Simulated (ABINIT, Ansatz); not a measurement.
# Ba2C (Fm-3m): zone-centre phonons

Aim: the zone-centre modes of Ba2C (Fm-3m).

Program: ABINIT 10.8.3. Level of theory: DFT LDA, scalar-relativistic, plane waves, PseudoDojo norm-conserving pseudopotentials. Results are calculated unless marked as measured.

The structure was built from a prototype and need not be the compound's stable phase.

## Step 1: The starting structure

The structure is cubic, space group Fm-3m (No. 225). The conventional cell has a = 6.790 Å, b = 6.790 Å, c = 6.790 Å, α = 90.00°, β = 90.00°, γ = 90.00°. Ba has 4 C at 2.94 Å nearest. C has 8 Ba at 2.94 Å nearest. Farther neighbours are not listed.

## Step 2: Relaxation

The harmonic expansion needs vanishing forces, and a free crystal bears no stress, so cell and atoms are brought to rest. Stress is more sensitive to the basis than forces are: the last 3 Ha under the cutoff are smoothed with ecutsm, and the cutoff is raised above that of the later runs.

The starting cell comes from a relaxation made beforehand in Ansatz (LDA, PseudoDojo NC).

relax.abi reads:

```
# relaxation
ionmov 2
optcell 2
dilatmx 1.08
ntime 40
tolmxf 1.0d-05
tolvrs 1.0d-14
prtwf 0
prtden 0
chksymtnons 0

# basis, mesh and filling
ecut 46.0
ecutsm 3.0
ngkpt 8 8 8
nshiftk 1
shiftk 0.0 0.0 0.0
istwfk *1
occopt 7
tsmear 0.01
nband 19
nstep 100
diemac 1000000.0
prtebands 0
prtgsr 0
useylm 1

# cell and atoms
acell 9.07311705 9.07311705 9.07311705
rprim 
    0.0 0.7071067812 0.7071067812
    0.7071067812 0.0 0.7071067812
    0.7071067812 0.7071067812 0.0
ntypat 2
znucl 56 6
natom 3
typat 1 1 2
xred 
    0.25 0.25 0.25
    0.75 0.75 0.75
    0.0 0.0 0.0
pp_dirpath "./pseudo"
pseudos "Ba.upf, C.upf"
```

On the command line:

```bash
$ OMP_NUM_THREADS=1 mpirun -n 4 abinit relax.abi > relax.log
```

Numbers of over 12 decimals in the logs are rounded to 6 here.

relax.abo, the main output file:

```text
[banners, grids, parts of the stress and lines that vanish by symmetry left out]
- input  file    -> relax.abi
- output file    -> relax.abo
- root for input  files -> relaxi
[...]
Symmetries : space group Fm -3 m (#225); Bravais cF (face-center cubic)
[...]
mpw =        9964          nfft =      216000          nkpt =          29
[...]
== DATASET  1 ==================================================================
[...]
cutoff_energies: {ecut:  46.0, pawecutdg:  -1.0, }
[...]
ETOT  1  -61.842557090930    -6.184E+01 4.429E-02 5.700E+03
 ETOT  2  -61.366412628831     4.761E-01 8.362E-02 1.142E+04
 ETOT  3  -62.292798715341    -9.264E-01 5.764E-03 1.224E+02
 ETOT  4  -62.301771180922    -8.972E-03 9.281E-03 2.991E+01
 ETOT  5  -62.087875592468     2.139E-01 5.847E-02 2.389E+03
[...]
At SCF step   17       vres2   =  7.99E-15 < tolvrs=  1.00E-14 =>converged.
[...]
sigma(1 1)= -3.91303415E-05  sigma(3 2)=  0.00000000E+00
  sigma(2 2)= -3.91303415E-05  sigma(3 1)=  0.00000000E+00
  sigma(3 3)= -3.91303415E-05  sigma(2 1)=  0.00000000E+00
[...]
convergence: {deltae:  7.887E-13, res2:  7.990E-15, residm:  1.354E-05, diffor: null, }
etotal    :  -6.23033674E+01
[...]
ETOT  1  -62.303252477142    -6.230E+01 1.211E-05 2.296E+00
[...]
At SCF step   10       vres2   =  4.36E-16 < tolvrs=  1.00E-14 =>converged.
[...]
sigma(1 1)= -3.33870810E-05  sigma(3 2)=  0.00000000E+00
  sigma(2 2)= -3.33870810E-05  sigma(3 1)=  0.00000000E+00
  sigma(3 3)= -3.33870810E-05  sigma(2 1)=  0.00000000E+00
[...]
convergence: {deltae:  2.565E-12, res2:  4.362E-16, residm:  3.309E-06, diffor: null, }
etotal    :  -6.23034349E+01
[...]
ETOT  1  -62.296693721110    -6.230E+01 1.485E-05 8.647E+01
[...]
At SCF step   11       vres2   =  7.72E-17 < tolvrs=  1.00E-14 =>converged.
[...]
sigma(1 1)= -1.08099401E-06  sigma(3 2)=  0.00000000E+00
  sigma(2 2)= -1.08099401E-06  sigma(3 1)=  0.00000000E+00
  sigma(3 3)= -1.08099401E-06  sigma(2 1)=  0.00000000E+00
[...]
convergence: {deltae:  1.215E-12, res2:  7.720E-17, residm:  7.446E-07, diffor: null, }
etotal    :  -6.23036242E+01
[...]
ETOT  1  -62.303616883009    -6.230E+01 4.422E-07 9.368E-02
[...]
ETOT  8  -62.303624424165    -1.371E-12 1.670E-07 8.432E-13
 ETOT  9  -62.303624424160     4.931E-12 2.263E-07 8.464E-16
 At SCF step    9       vres2   =  8.46E-16 < tolvrs=  1.00E-14 =>converged.
[...]
sigma(1 1)= -3.20931081E-08  sigma(3 2)=  0.00000000E+00
  sigma(2 2)= -3.20931081E-08  sigma(3 1)=  0.00000000E+00
  sigma(3 3)= -3.20931081E-08  sigma(2 1)=  0.00000000E+00
[...]
convergence: {deltae:  4.931E-12, res2:  8.464E-16, residm:  2.263E-07, diffor: null, }
etotal    :  -6.23036244E+01
[...]
At Broyd/MD step   4, gradients are converged :
[...]
sigma(1 1)= -3.20931081E-08  sigma(3 2)=  0.00000000E+00
  sigma(2 2)= -3.20931081E-08  sigma(3 1)=  0.00000000E+00
  sigma(3 3)= -3.20931081E-08  sigma(2 1)=  0.00000000E+00
[...]
- sigma(1 1)= -9.44211839E-04  sigma(3 2)=  0.00000000E+00
- sigma(2 2)= -9.44211839E-04  sigma(3 1)=  0.00000000E+00
- sigma(3 3)= -9.44211839E-04  sigma(2 1)=  0.00000000E+00
[...]
fcart      2.1895288505E-47 -5.4192800156E-32 -1.0838560031E-31
           strten     -3.2093108091E-08 -3.2093108092E-08 -3.2093108090E-08
================================================================================

[key lines of the parts left out:]
pressure_GPa:   9.4421E-04
Total energy (etotal) [Ha]= -6.23036244241599E+01
```

It took 4.1 min on 4 MPI ranks of Arm Neoverse V1, shared host.

The steps of the relaxation:

```
step  energy less that of the first step (eV)  largest force (eV/Å)  volume (Å³)
   1                                   0.0000                0.0000        78.26
   2                                  -0.0018                0.0000        78.54
   3                                  -0.0070                0.0000        80.20
   4                                  -0.0070                0.0000        80.25
```

```
conventional cell, symmetrised  before  after  change
                         a (Å)   6.790  6.847  +0.8 %
                         b (Å)   6.790  6.847  +0.8 %
                         c (Å)   6.790  6.847  +0.8 %
              volume (Å³/atom)   26.09  26.75  +2.5 %
```

The relaxed structure:

```
Ba C
1.0
     0.00000    3.42356    3.42356
     3.42356    0.00000    3.42356
     3.42356    3.42356    0.00000
Ba C
2 1
Direct
  0.25000 0.25000 0.25000
  0.75000 0.75000 0.75000
  0.00000 0.00000 0.00000
```

This step gave:

```yaml
volume_per_atom: 26.75 Å³
pressure: 9.44e-4 GPa
gap_on_the_k_mesh: 0 eV
```

The volume changes by +2.5 % from the cell with which this run began.

## Step 3: Self-consistent run for the response

The response is built on these wavefunctions, so the potential is converged far more tightly than an energy would need. Occupations are smeared.

gs.abi reads:

```
# ground state
tolvrs 1.0d-16
prtden 1
prtwf 1

# basis, mesh and filling
ecut 37.0
ngkpt 8 8 8
nshiftk 1
shiftk 0.0 0.0 0.0
istwfk *1
occopt 7
tsmear 0.01
nband 19
nstep 100
diemac 1000000.0
prtebands 0
prtgsr 0
useylm 1

# cell and atoms
acell 9.149372756 9.149372756 9.149372756
rprim 
    0.0 0.7071067812 0.7071067812
    0.7071067812 0.0 0.7071067812
    0.7071067812 0.7071067812 0.0
ntypat 2
znucl 56 6
natom 3
typat 1 1 2
xred 
    0.25 0.25 0.25
    0.75 0.75 0.75
    0.0 0.0 0.0
pp_dirpath "./pseudo"
pseudos "Ba.upf, C.upf"
```

On the command line:

```bash
$ OMP_NUM_THREADS=1 mpirun -n 4 abinit gs.abi > gs.log
```

gs.abo, the main output file:

```text
[banners, grids, parts of the stress and lines that vanish by symmetry left out]
- input  file    -> gs.abi
- output file    -> gs.abo
- root for input  files -> gsi
[...]
Symmetries : space group Fm -3 m (#225); Bravais cF (face-center cubic)
[...]
mpw =        5855          nfft =      157464          nkpt =          29
[...]
== DATASET  1 ==================================================================
[...]
cutoff_energies: {ecut:  37.0, pawecutdg:  -1.0, }
[...]
ETOT  1  -61.844681072733    -6.184E+01 4.234E-02 4.106E+03
 ETOT  2  -61.355467618623     4.892E-01 3.957E-02 8.320E+03
 ETOT  3  -62.292561449563    -9.371E-01 1.044E-02 8.803E+01
 ETOT  4  -62.301910705152    -9.349E-03 8.909E-03 2.110E+01
 ETOT  5  -62.076269405312     2.256E-01 2.431E-02 1.801E+03
[...]
ETOT 18  -62.303480896028    -2.522E-12 6.639E-06 1.115E-16
 ETOT 19  -62.303480896025     2.771E-12 1.107E-05 6.629E-19
 At SCF step   19       vres2   =  6.63E-19 < tolvrs=  1.00E-16 =>converged.
[...]
sigma(1 1)=  2.65511130E-06  sigma(3 2)=  0.00000000E+00
  sigma(2 2)=  2.65511130E-06  sigma(3 1)=  0.00000000E+00
  sigma(3 3)=  2.65511130E-06  sigma(2 1)=  0.00000000E+00
[...]
convergence: {deltae:  2.771E-12, res2:  6.629E-19, residm:  1.107E-05, diffor: null, }
etotal    :  -6.23034809E+01
[...]
sigma(1 1)=  2.65511130E-06  sigma(3 2)=  0.00000000E+00
  sigma(2 2)=  2.65511130E-06  sigma(3 1)=  0.00000000E+00
  sigma(3 3)=  2.65511130E-06  sigma(2 1)=  0.00000000E+00
[...]
- sigma(1 1)=  7.81160713E-02  sigma(3 2)=  0.00000000E+00
- sigma(2 2)=  7.81160713E-02  sigma(3 1)=  0.00000000E+00
- sigma(3 3)=  7.81160713E-02  sigma(2 1)=  0.00000000E+00
[...]
fcart      3.2515680094E-31 -5.4192800156E-32 -1.6257840047E-31
           strten      2.6551112952E-06  2.6551112952E-06  2.6551112952E-06
================================================================================

[key lines of the parts left out:]
pressure_GPa:  -7.8116E-02
```

Wall time 66 s (4 MPI ranks); 4.4 min of CPU time.

Read from the output:

| Quantity | Value |
| --- | --- |
| pressure | -0.07812 GPa |

The cell stands at -0.078 GPa, close enough for phonons.

## Step 4: Zone-centre response

At q = 0 one unit cell holds all displacements. The response is solved for single atoms along the cell's directions, and symmetry skips those that follow from others. The crystal is treated as a metal, which screens a static field, so no field response is asked.

dfpt_gamma.abi reads:

```

# common to the responses
getwfk_filepath "gso_WFK"
kptopt 2
nqpt 1
qpt 0.0 0.0 0.0
asr 0
chneut 0

# displacements
rfphon 1
rfatpol 1 3
rfdir 1 1 1
tolvrs 1.0d-10
prtwf 0

# basis, mesh and filling
ecut 37.0
ngkpt 8 8 8
nshiftk 1
shiftk 0.0 0.0 0.0
istwfk *1
occopt 7
tsmear 0.01
nband 19
nstep 100
diemac 1000000.0
prtebands 0
prtgsr 0
useylm 1

# cell and atoms
acell 9.149372756 9.149372756 9.149372756
rprim 
    0.0 0.7071067812 0.7071067812
    0.7071067812 0.0 0.7071067812
    0.7071067812 0.7071067812 0.0
ntypat 2
znucl 56 6
natom 3
typat 1 1 2
xred 
    0.25 0.25 0.25
    0.75 0.75 0.75
    0.0 0.0 0.0
pp_dirpath "./pseudo"
pseudos "Ba.upf, C.upf"
```

On the command line:

```bash
$ OMP_NUM_THREADS=1 mpirun -n 4 abinit dfpt_gamma.abi > dfpt_gamma.log
```

dfpt_gamma.abo, the main output file:

```text
[banners, grids, parts of the stress and lines that vanish by symmetry left out]
- input  file    -> dfpt_gamma.abi
- output file    -> dfpt_gamma.abo
- root for input  files -> dfpt_gammai
- root for output files -> dfpt_gammao

 Symmetries : space group Fm -3 m (#225); Bravais cF (face-center cubic)
================================================================================
 Values of the parameters that define the memory need of the present run (RF).
     intxc =       0      iscf =       7    lmnmax =      18     lnmax =       6
     mgfft =      54  mpssoang =       3    mqgrid =    3001     natom =       3
  nloc_mem =       1    nspden =       1   nspinor =       1    nsppol =       1
      nsym =      48    n1xccc =    2501    ntypat =       2    occopt =       7
   xclevel =       1
-    mband =          19        mffmem =           1         mkmem =          65
-   mkqmem =          65        mk1mem =          65           mpw =        5855
      nfft =      157464          nkpt =         260
- my_mband =          19
================================================================================
================================================================================

--------------------------------------------------------------------------------
------------- Echo of variables that govern the present computation ------------
--------------------------------------------------------------------------------
-
- outvars: echo of selected default values
-   iomode0 =  0 , fftalg0 =312 , wfoptalg0 =  0
-
- outvars: echo of global parameters not present in the input file
-  max_nthreads =    1
-
 -outvars: echo values of preprocessed input variables
 [... echo left out ...]
================================================================================

 chkinp: Checking input parameters for consistency.

[...]
== DATASET  1 ==================================================================
-   mpi_nproc: 4, omp_nthreads: 1 (-1 if OMP is not activated)

--- !DatasetInfo
iteration_state: {dtset: 1, }
dimensions: {natom: 3, nkpt: 260, mband: 19, nsppol: 1, nspinor: 1, nspden: 1, mpw: 5855, }
cutoff_energies: {ecut:  37.0, pawecutdg:  -1.0, }
electrons: {nelect:   2.40000000E+01, charge:   0.00000000E+00, occopt:   7.00000000E+00, tsmear:   1.00000000E-02, }
meta: {optdriver: 1, rfphon: 1, }
...

 mkfilename: getwfk from: gso_WFK

 Real(R)+Recip(G) space primitive vectors, cartesian coordinates (Bohr,Bohr^-1):
 R(1)=  0.0000000  6.4695835  6.4695835  G(1)= -0.0772847  0.0772847  0.0772847
 R(2)=  6.4695835  0.0000000  6.4695835  G(2)=  0.0772847 -0.0772847  0.0772847
 R(3)=  6.4695835  6.4695835  0.0000000  G(3)=  0.0772847  0.0772847 -0.0772847
 Unit cell volume ucvol=  5.4157545E+02 bohr^3
 Angles (23,13,12)=  6.00000000E+01  6.00000000E+01  6.00000000E+01 degrees
 setup1 : take into account q-point for computing boxcut.

 getcut: wavevector=  0.0000  0.0000  0.0000  ngfft=  54  54  54
         ecut(hartree)=     37.000   => boxcut(ratio)=   2.15618

--- Pseudopotential description ------------------------------------------------
- pspini: atom type   1  psp file is ./pseudo/Ba.upf

- pspini: atom type   2  psp file is ./pseudo/C.upf

   1.35010736E+03                                ecore*ucvol(ha*bohr**3)
--------------------------------------------------------------------------------

 ==>  initialize data related to q vector <==

 The list of irreducible perturbations for this q vector is:
    1)    idir= 1    ipert=   1
    2)    idir= 1    ipert=   3

[...]
The perturbation idir=   2  ipert=   1 is
 symmetric of a previously calculated perturbation.
 So, its SCF calculation is not needed.

 The perturbation idir=   3  ipert=   1 is
 symmetric of a previously calculated perturbation.
 So, its SCF calculation is not needed.

 The perturbation idir=   1  ipert=   2 is
 symmetric of a previously calculated perturbation.
 So, its SCF calculation is not needed.

 The perturbation idir=   2  ipert=   2 is
 symmetric of a previously calculated perturbation.
 So, its SCF calculation is not needed.

 The perturbation idir=   3  ipert=   2 is
 symmetric of a previously calculated perturbation.
 So, its SCF calculation is not needed.

 The perturbation idir=   2  ipert=   3 is
 symmetric of a previously calculated perturbation.
 So, its SCF calculation is not needed.

 The perturbation idir=   3  ipert=   3 is
 symmetric of a previously calculated perturbation.
 So, its SCF calculation is not needed.

--------------------------------------------------------------------------------
 Perturbation wavevector (in red.coord.)   0.000000  0.000000  0.000000
 Perturbation : displacement of atom   1   along direction   1
 Found     2 symmetries that leave the perturbation invariant.

[...]
dfpt_looppert : total number of electrons, from k and k+q
  fully or partially occupied states are    2.400000E+01 and    2.400000E+01.
 Initialisation of the first-order wave-functions :
  ireadwf=   0

--- !BeginCycle
iteration_state: {dtset: 1, }
solver: {iscf: 7, nstep: 100, nline: 4, wfoptalg: 0, }
tolerances: {tolvrs: 1.00E-10, }
...

     iter   2DEtotal(Ha)        deltaE(Ha) residm    vres2
-ETOT  1   2.480009     -1.086E+03 1.385E+00 3.270E+03
 ETOT  2   1.648029     -8.320E-01 2.391E-01 4.794E+01
 ETOT  3   1.638242     -9.787E-03 8.838E-02 9.585E+00
 ETOT  4   1.637117     -1.125E-03 6.738E-02 7.602E-02
 ETOT  5   1.637124      7.110E-06 1.757E-02 7.880E-02
[...]
At SCF step   11       vres2   =  1.89E-11 < tolvrs=  1.00E-10 =>converged.
[...]
Mean square residual over all n,k,spin=   10.191E-07; max=  17.237E-04

 Thirteen components of 2nd-order total energy (hartree) are
 1,2,3: 0th-order hamiltonian combined with 1st-order wavefunctions
     kin0=   8.11572948E+02 eigvalue=   7.35738387E+01  local=  -5.77411121E+02
 4,5,6: 1st-order hamiltonian combined with 1st and 0th-order wfs
 loc psp =  -9.39626222E+02  Hartree=   3.01712426E+02     xc=  -7.93968649E+01
 note that "loc psp" includes a xc core correction that could be resolved
 7,8,9: eventually, occupation + non-local contributions
    edocc=   1.03353358E+02     enl0=   4.53213502E+02   enl1=  -1.23360995E+03
 1-9 gives the relaxation energy (to be shifted if some occ is /=2.0)
   erelax=  -1.08661809E+03
 10,11,12 Non-relaxation  contributions : frozen-wavefunctions and Ewald
 fr.local=   3.92546005E+02 fr.nonlo=   6.16259675E+02  Ewald=   9.06442628E+01
 13,14 Frozen wf xc core corrections (1) and (2)
 frxc 1  =  -1.11196814E+02  frxc 2 =   1.00002062E+02
 Resulting in :
 2DEtotal=    0.1637105057E+01 Ha. Also 2DEtotal=    0.445478980438E+02 eV
    (2DErelax=   -1.0866180860E+03 Ha. 2DEnonrelax=    1.0882551910E+03 Ha)
    (  non-var. 2DEtotal :    1.6371045629E+00 Ha)

[...]
Perturbation wavevector (in red.coord.)   0.000000  0.000000  0.000000
 Perturbation : displacement of atom   3   along direction   1
 Found     4 symmetries that leave the perturbation invariant.

--------------------------------------------------------------------------------

--------------------------------------------------------------------------------

 dfpt_looppert : total number of electrons, from k and k+q
  fully or partially occupied states are    2.400000E+01 and    2.400000E+01.
 Initialisation of the first-order wave-functions :
  ireadwf=   0

--- !BeginCycle
iteration_state: {dtset: 1, }
solver: {iscf: 7, nstep: 100, nline: 4, wfoptalg: 0, }
tolerances: {tolvrs: 1.00E-10, }
...

     iter   2DEtotal(Ha)        deltaE(Ha) residm    vres2
-ETOT  1   6.170655     -1.217E+03 1.284E+00 2.616E+04
[...]
ETOT 10   2.166357     -1.046E-11 4.886E-03 2.487E-09
 ETOT 11   2.166357     -7.958E-12 3.628E-03 1.087E-11

 At SCF step   11       vres2   =  1.09E-11 < tolvrs=  1.00E-10 =>converged.
[...]
Mean square residual over all n,k,spin=   29.186E-07; max=  36.279E-04

 Thirteen components of 2nd-order total energy (hartree) are
 1,2,3: 0th-order hamiltonian combined with 1st-order wavefunctions
     kin0=   1.29322287E+03 eigvalue=  -6.32954775E+01  local=  -4.78755089E+02
 4,5,6: 1st-order hamiltonian combined with 1st and 0th-order wfs
 loc psp =  -5.77087551E+02  Hartree=   1.46981213E+02     xc=  -3.80764028E+01
 note that "loc psp" includes a xc core correction that could be resolved
 7,8,9: eventually, occupation + non-local contributions
    edocc=   1.07253297E+01     enl0=   3.49761536E+02   enl1=  -1.86404040E+03
 1-9 gives the relaxation energy (to be shifted if some occ is /=2.0)
   erelax=  -1.22056398E+03
 10,11,12 Non-relaxation  contributions : frozen-wavefunctions and Ewald
 fr.local=   2.29108606E+02 fr.nonlo=   9.43743590E+02  Ewald=   5.17967216E+01
 13,14 Frozen wf xc core corrections (1) and (2)
 frxc 1  =  -3.63255858E+01  frxc 2 =   3.44070006E+01
 Resulting in :
 2DEtotal=    0.2166356706E+01 Ha. Also 2DEtotal=    0.589495690772E+02 eV
    (2DErelax=   -1.2205639764E+03 Ha. 2DEnonrelax=    1.2227303331E+03 Ha)
    (  non-var. 2DEtotal :    2.1663568683E+00 Ha)

[...]
---- first-order wavefunction calculations are completed ----

 ==> Compute Derivative Database <==

 [... matrices left out ...]
  Phonon wavevector (reduced coordinates) :  0.00000  0.00000  0.00000
 Phonon energies in Hartree :
  -1.404874E-05 -1.404874E-05 -1.404874E-05  3.232167E-04  3.232167E-04
   3.232167E-04  1.110833E-03  1.110833E-03  1.110833E-03
 Phonon frequencies in cm-1    :
- -3.083342E+00 -3.083342E+00 -3.083342E+00  7.093787E+01  7.093787E+01
-  7.093787E+01  2.437997E+02  2.437997E+02  2.437997E+02

== END DATASET(S) ==============================================================
================================================================================

 -outvars: echo values of variables after computation
            acell      9.1493727560E+00  9.1493727560E+00  9.1493727560E+00 Bohr
           etotal      2.1663567061E+00
            fcart      0.0000000000E+00  0.0000000000E+00  0.0000000000E+00
           strten      0.0000000000E+00  0.0000000000E+00  0.0000000000E+00
================================================================================
```

Run time: 5.3 min. Hardware: 4 MPI ranks; 21 min of CPU time.

This step gave:

```yaml
largest_acoustic_frequency_at_the_zone_centre_before_the_sum_rule: -3.08 cm⁻¹
highest_optical_zone_centre_mode_no_lo_to_term: 243.8 cm⁻¹
lowest_optical_zone_centre_mode: 70.94 cm⁻¹
```

The acoustic modes at Γ come out as far as 3.1 cm⁻¹ from zero, where they should vanish, a small numerical error.

[end of part 1 of 2]

[Host names and launcher messages were left out of these logs when they were recorded.]

[Logs are printed without paths, hosts, clocks, repeated set-up lines and the standing remarks that a program may print on its own settings, such as how far it seeks lower states.]

[Hosts, paths, dates, database ids (printed as entryN), source tags and the programs' standing remarks are cut or masked in the printed files.]
